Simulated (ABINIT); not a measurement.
## Quasiparticle gap of SiC (P6_3mc) in ABINIT

Wanted: ground state, empty states, screening and self-energy for SiC (P6_3mc).

Program: ABINIT 10.8.3. Level of theory: PBE and many-body steps on it, plane waves. Results are calculated unless marked as measured.

**What was measured.**

- Gap 3.33 eV: band gap at cryogenic temperature; bulk crystal (literature value) (quoted in “Silicon carbide diodes for neutron detection”, 2020, arxiv:2009.14696).

Most raw output is cut from this account.

### 1. The structure

It takes space group P6_3mc (No. 186, hexagonal). Conventional cell: a = 3.074 Å, b = 3.074 Å, c = 5.045 Å, α = 90.00°, β = 90.00°, γ = 120.00°. Nearest to Si lie 4 C at 1.88 to 1.90 Å. Nearest to C lie 4 Si at 1.88 to 1.90 Å. Farther neighbours are not listed.

The cell and positions are those that the Materials Project relaxed with its own functionals (PBE, PBE+U or r2SCAN), kept fixed.

### 2. Ground state

This step: ABINIT 10.8.3; DFT, PBE, plane waves, norm-conserving pseudopotentials.

The ground-state density comes first.

File run.abi:

```
acell 3*1.0 Angstrom
rprim 
  3.073513928196 0.000000000001 0.000000000000
  -1.536756964099 2.661741140703 0.000000000000
  0.000000000000 0.000000000000 5.045247710000
ntypat 2
znucl 14 6
natom 4
typat 1 1 2 2
xred 
  0.333333333333 0.666666666667 0.499602400000
  0.666666666667 0.333333333333 0.999602400000
  0.333333333333 0.666666666667 0.875397600000
  0.666666666667 0.333333333333 0.375397600000
pp_dirpath "pseudos"
pseudos "Si.upf, C.upf"
ecut 37
ngkpt 6 6 4
nshiftk 1
shiftk 0 0 0
kptopt 1
chksymbreak 0
nband 14
occopt 1
tolvrs 1e-10
nstep 60
prtwf 0
optforces 0
optstress 0
indata_prefix "in"
outdata_prefix "out"
tmpdata_prefix "tmp"
```

The run is started by

```sh
OMP_NUM_THREADS=1 mpirun -n 8 abinit run.abi > log
```

Wall time 5.2 s (8 MPI ranks of Arm Neoverse V1, shared host); peak memory 0.53 GiB.

Numbers from this step:

* total energy: -558.8875 eV
* gap: 2.275 eV
* k of the valence top: 0, 0, 0
* k of the conduction bottom: 0.3333, 0.3333, 0
* least direct gap: 3.985 eV

The gap is indirect, with the least direct gap 1.71 eV higher.

### 3. Bands along the symmetry lines

Levels along a band path, at the cheap level, show where the edges lie and whether the meshes to come will hold them.

File run.abi:

```
acell 3*1.0 Angstrom
rprim 
  3.073513928196 0.000000000001 0.000000000000
  -1.536756964099 2.661741140703 0.000000000000
  0.000000000000 0.000000000000 5.045247710000
ntypat 2
znucl 14 6
natom 4
typat 1 1 2 2
xred 
  0.333333333333 0.666666666667 0.499602400000
  0.666666666667 0.333333333333 0.999602400000
  0.333333333333 0.666666666667 0.875397600000
  0.666666666667 0.333333333333 0.375397600000
pp_dirpath "pseudos"
pseudos "Si.upf, C.upf"
ecut 37
iscf -2
irdden 1
kptopt 0
nkpt 75
kpt 
  0.00000000 0.00000000 0.00000000
  0.06250000 0.00000000 0.00000000
  0.12500000 0.00000000 0.00000000
  0.18750000 0.00000000 0.00000000
  0.25000000 0.00000000 0.00000000
  0.31250000 0.00000000 0.00000000
  0.37500000 0.00000000 0.00000000
  0.43750000 0.00000000 0.00000000
  0.50000000 0.00000000 0.00000000
  0.47916667 0.04166667 0.00000000
  0.45833333 0.08333333 0.00000000
  0.43750000 0.12500000 0.00000000
  0.41666666 0.16666666 0.00000000
  0.39583333 0.20833333 0.00000000
  0.37500000 0.25000000 0.00000000
  0.35416666 0.29166666 0.00000000
  0.33333333 0.33333333 0.00000000
  0.29166666 0.29166666 0.00000000
  0.25000000 0.25000000 0.00000000
  0.20833333 0.20833333 0.00000000
  0.16666666 0.16666666 0.00000000
  0.12500000 0.12500000 0.00000000
  0.08333333 0.08333333 0.00000000
  0.04166667 0.04166667 0.00000000
  0.00000000 0.00000000 0.00000000
  0.00000000 0.00000000 0.06250000
  0.00000000 0.00000000 0.12500000
  0.00000000 0.00000000 0.18750000
  0.00000000 0.00000000 0.25000000
  0.00000000 0.00000000 0.31250000
  0.00000000 0.00000000 0.37500000
  0.00000000 0.00000000 0.43750000
  0.00000000 0.00000000 0.50000000
  0.06250000 0.00000000 0.50000000
  0.12500000 0.00000000 0.50000000
  0.18750000 0.00000000 0.50000000
  0.25000000 0.00000000 0.50000000
  0.31250000 0.00000000 0.50000000
  0.37500000 0.00000000 0.50000000
  0.43750000 0.00000000 0.50000000
  0.50000000 0.00000000 0.50000000
  0.47916667 0.04166667 0.50000000
  0.45833333 0.08333333 0.50000000
  0.43750000 0.12500000 0.50000000
  0.41666666 0.16666666 0.50000000
  0.39583333 0.20833333 0.50000000
  0.37500000 0.25000000 0.50000000
  0.35416666 0.29166666 0.50000000
  0.33333333 0.33333333 0.50000000
  0.29166666 0.29166666 0.50000000
  0.25000000 0.25000000 0.50000000
  0.20833333 0.20833333 0.50000000
  0.16666666 0.16666666 0.50000000
  0.12500000 0.12500000 0.50000000
  0.08333333 0.08333333 0.50000000
  0.04166667 0.04166667 0.50000000
  0.00000000 0.00000000 0.50000000
  0.50000000 0.00000000 0.50000000
  0.50000000 0.00000000 0.43750000
  0.50000000 0.00000000 0.37500000
  0.50000000 0.00000000 0.31250000
  0.50000000 0.00000000 0.25000000
  0.50000000 0.00000000 0.18750000
  0.50000000 0.00000000 0.12500000
  0.50000000 0.00000000 0.06250000
  0.50000000 -0.00000000 0.00000000
  0.33333333 0.33333333 0.50000000
  0.33333333 0.33333333 0.43750000
  0.33333333 0.33333333 0.37500000
  0.33333333 0.33333333 0.31250000
  0.33333333 0.33333333 0.25000000
  0.33333333 0.33333333 0.18750000
  0.33333333 0.33333333 0.12500000
  0.33333333 0.33333333 0.06250000
  0.33333333 0.33333333 0.00000000
istwfk *1
nband 15
nbdbuf 2
tolwfr 1e-08
nstep 40
prtwf 0
prtvol 0
indata_prefix "in"
outdata_prefix "out"
tmpdata_prefix "tmp"
```

Wall time 8.1 s (8 MPI ranks); peak memory 0.51 GiB.

This step gave:

| Property | Result |
| --- | --- |
| gap | 2.275 eV |
| k of the valence top | 0, 0, 0 |
| k of the conduction bottom | 0.3333, 0.3333, 0 |
| least direct gap | 3.985 eV |

The gap is 2.275 eV, as in the run before at this level.

The electronic bands at the labelled points (eV, zero at the top of the highest filled band; v1 is the highest filled band, c1 the lowest empty one):

| point | v4 | v3 | v2 | v1 | c1 | c2 | c3 | c4 |
| --- | --- | --- | --- | --- | --- | --- | --- | --- |
| Γ | -1.32 | -0.11 | 0.00 | 0.00 | 4.82 | 6.22 | 6.68 | 6.68 |
| halfway | -2.97 | -2.53 | -1.02 | -0.61 | 4.06 | 5.85 | 7.26 | 7.67 |
| M | -5.45 | -3.33 | -3.30 | -1.20 | 2.79 | 4.23 | 6.90 | 7.14 |
| halfway | -5.40 | -4.67 | -3.37 | -2.55 | 3.20 | 5.17 | 7.69 | 8.51 |
| K | -6.27 | -4.05 | -4.05 | -3.84 | 2.28 | 8.18 | 8.87 | 8.87 |
| halfway | -4.15 | -2.82 | -1.45 | -1.25 | 5.07 | 5.82 | 7.01 | 7.22 |
| Γ | -1.32 | -0.11 | 0.00 | 0.00 | 4.82 | 6.22 | 6.68 | 6.68 |
| halfway | -1.15 | -1.15 | -0.22 | -0.22 | 5.10 | 6.80 | 6.80 | 7.04 |
| A | -0.71 | -0.71 | -0.71 | -0.71 | 5.91 | 5.91 | 7.37 | 7.37 |
| halfway | -2.96 | -2.96 | -1.72 | -1.72 | 4.50 | 4.50 | 7.37 | 7.37 |
| L | -2.45 | -2.45 | -2.34 | -2.34 | 3.29 | 3.29 | 5.27 | 5.27 |
| halfway | -4.26 | -4.26 | -1.92 | -1.92 | 4.29 | 4.29 | 6.37 | 6.37 |
| H | -5.66 | -5.66 | -1.74 | -1.74 | 5.08 | 5.08 | 6.02 | 6.02 |
| halfway | -3.02 | -3.02 | -2.50 | -2.50 | 5.18 | 5.18 | 7.55 | 7.55 |
| A | -0.71 | -0.71 | -0.71 | -0.71 | 5.91 | 5.91 | 7.37 | 7.37 |
| jump to L | -2.45 | -2.45 | -2.34 | -2.34 | 3.29 | 3.29 | 5.27 | 5.27 |
| halfway | -4.15 | -3.10 | -2.34 | -1.63 | 3.11 | 3.27 | 6.64 | 7.05 |
| M | -5.45 | -3.33 | -3.30 | -1.20 | 2.79 | 4.23 | 6.90 | 7.14 |
| jump to H | -5.66 | -5.66 | -1.74 | -1.74 | 5.08 | 5.08 | 6.02 | 6.02 |
| halfway | -6.47 | -4.52 | -2.82 | -2.82 | 3.50 | 6.58 | 6.58 | 7.84 |
| K | -6.27 | -4.05 | -4.05 | -3.84 | 2.28 | 8.18 | 8.87 | 8.87 |

### 4. Empty states on the mesh, 6×6×4 mesh, 167 bands

The sums over transitions need many empty states on a uniform mesh; this step solves for them.

File run.abi:

```
acell 3*1.0 Angstrom
rprim 
  3.073513928196 0.000000000001 0.000000000000
  -1.536756964099 2.661741140703 0.000000000000
  0.000000000000 0.000000000000 5.045247710000
ntypat 2
znucl 14 6
natom 4
typat 1 1 2 2
xred 
  0.333333333333 0.666666666667 0.499602400000
  0.666666666667 0.333333333333 0.999602400000
  0.333333333333 0.666666666667 0.875397600000
  0.666666666667 0.333333333333 0.375397600000
pp_dirpath "pseudos"
pseudos "Si.upf, C.upf"
ecut 37
ngkpt 6 6 4
nshiftk 1
shiftk 0 0 0
kptopt 1
chksymbreak 0
irdden 1
istwfk *1
nband 167
prtvol 0
optdriver 6
gwr_task "HDIAGO"
paral_kgb 0
occopt 1
indata_prefix "in"
outdata_prefix "out"
tmpdata_prefix "tmp"
```

It took 65 s on 8 MPI ranks; peak memory 4.3 GiB.

Numbers from this step:

```
gap                                                           : 2.275 eV
k of the valence top                                          : 0, 0, 0
k of the conduction bottom                                    : 0.3333, 0.3333, 0
least direct gap                                              : 3.985 eV
k points computed                                             : 21
lowest point of the top converged band, above the valence top : 121.3569 eV
```

On this mesh the gap is 2.275 eV.

### 5. Screening, 6×6×4 mesh, 159 bands, screening to 195.9 eV

The RPA dielectric matrix is built and inverted for each q.

This step: RPA screening on PBE, plane waves, norm-conserving pseudopotentials.

run.abi: that of step 4 with these lines changed.

```diff
@@ -22,10 +22,11 @@
 chksymbreak 0
-irdden 1
 istwfk *1
-nband 167
-prtvol 0
-optdriver 6
-gwr_task "HDIAGO"
-paral_kgb 0
 occopt 1
+irdwfk 1
+optdriver 3
+nband 159
+ecuteps 7.2
+inclvkb 2
+awtr 1
+symchi 1
 indata_prefix "in"
```

Elapsed: 91 s, on 8 MPI ranks; peak memory 2.1 GiB.

This step gave:

* ε∞ with local fields, on this mesh, along the program's q direction: 6.855
* the same without local fields: 7.508
* plasma frequency: 23.12 eV
* plane waves in the screening matrix: 251

Local fields lower ε∞ by 9 %.

### 6. Self-energy, 6×6×4 mesh, 159 bands, screening to 195.9 eV

The self-energy is evaluated for the states that the input lists, and the levels follow from it, in one-shot runs by the linearised quasiparticle equation.

This step: G0W0 on PBE, plane waves, norm-conserving pseudopotentials.

run.abi: that of step 5 with these lines changed.

```diff
@@ -25,8 +25,19 @@
 irdwfk 1
-optdriver 3
+optdriver 4
 nband 159
+gwcalctyp 0
+ecutsigx 37
+symsigma 1
+nkptgw 3
+kptgw 
+  0.0000000000 0.0000000000 0.0000000000
+  0.3333333333 0.3333333333 0.0000000000
+  0.5000000000 0.0000000000 0.0000000000
+bdgw 
+  7 10
+  6 10
+  7 10
 ecuteps 7.2
-inclvkb 2
-awtr 1
-symchi 1
+irdscr 1
+ppmodel 1
 indata_prefix "in"
```

Elapsed: 26 s, on 8 MPI ranks; peak memory 2.2 GiB.

This step gave:

```yaml
g0w0_gap_on_the_points_computed: 2.956 eV
starting_gap_on_the_mesh: 2.275 eV
k_of_the_valence_top: 0, 0, 0
k_of_the_conduction_bottom: 0.3333, 0.3333, 0
z_at_the_valence_top: 0.793
z_at_the_conduction_bottom: 0.824
least_direct_g0w0_gap_on_the_computed_points: 4.883 eV
```

The gap on the mesh goes from 2.28 eV to 2.96 eV, a correction of +0.68 eV.

Limits: finite bands, cutoff and mesh. v1 is the top filled band, c1 the lowest empty one. The levels before and after the correction (eV, zero at the valence-band top of each column):

|  | conduction bottom | valence top |
| --- | --- | --- |
| Kohn-Sham | 2.28 | 0.00 |
| G0W0 | 2.96 | 0.00 |

|  | level | energy (eV) |
| --- | --- | --- |
| Kohn-Sham | Γ v2-v1 | 0.000 |
| Kohn-Sham | Γ c1 | 4.820 |
| Kohn-Sham | Γ c2 | 6.220 |
| Kohn-Sham | (0.333 0.333 0) v3-v2 | -4.053 |
| Kohn-Sham | (0.333 0.333 0) v1 | -3.842 |
| Kohn-Sham | (0.333 0.333 0) c1 | 2.275 |
| Kohn-Sham | (0.333 0.333 0) c2 | 8.182 |
| G0W0 | Γ v2-v1 | 0.000 |
| G0W0 | Γ c1 | 5.696 |
| G0W0 | Γ c2 | 7.072 |
| G0W0 | (0.333 0.333 0) v3-v2 | -4.417 |
| G0W0 | (0.333 0.333 0) v1 | -4.212 |
| G0W0 | (0.333 0.333 0) c1 | 2.956 |
| G0W0 | (0.333 0.333 0) c2 | 9.265 |

### 7. Where the time went

Times are wall times on 8 MPI ranks of Arm Neoverse V1, shared host, good to a factor of about two.

```csv
step,time,share,memory (GiB)
ground state,5.2 s,3 %,0.53
bands along the symmetry lines,8.1 s,4 %,0.51
empty states on the mesh,65 s,33 %,4.3
screening,91 s,46 %,2.1
self-energy,26 s,13 %,2.2
```

### 8. Results

```json
{
  "PBE gap": "2.28 eV, indirect",
  "G0W0 gap on the mesh": "2.96 eV",
  "GW settings": "6×6×4 mesh, 159 bands, screening to 195.9 eV, Godby-Needs plasmon pole",
  "known limits": "not at the basis limit"
}
```

**Reading.** G0W0 moves the gap on the mesh from 2.28 eV to 2.96 eV (+0.68 eV), with Z of 0.79 and 0.82 at the edges. Local fields lower the RPA ε∞ on this mesh from 7.51 to 6.86. Only 3 of the mesh's irreducible points were corrected, so a valley elsewhere could overtake. Against experiment, by G0W0@PBE: the gap of 2.96 eV lies −0.37 eV from the measured 3.33 eV (kind not stated, quoted 2020). The calculation has static nuclei and no excitons; a measured gap holds zero-point and thermal motion, which mostly lowers it. Bands and cutoff are finite, so the gap is not at the basis limit. The miss can reach some tenths of an eV and take either sign; the mesh is an error of its own. In the G0W0 run levels were corrected at 3 k points alone, so a gap called «on the mesh» is the least over those, and an edge elsewhere would be missed.

[Paths, hosts, dates, memory and timing lines, banners, echoed tables and standing remarks are left out of the program output.]

[Logs are printed without paths, hosts, clocks, repeated set-up lines and the standing remarks that a program may print on its own settings, such as how far it seeks lower states.]

[Runs of the session that timed out or met a known fault of the program may be left out.]

[Hosts, paths, dates, database ids (printed as entryN), source tags and the programs' standing remarks are cut or masked in the printed files.]

[G0W0 gaps are taken among the corrected bands and points alone; a level outside them can change the order at an edge.]

[Where Ansatz stands beside ABINIT at settings called matched, ABINIT's density can come from a denser mesh and the files from another edition; pairs whose starting gaps differed by over 0.03 eV were left out, so agreement reads better than it is.]
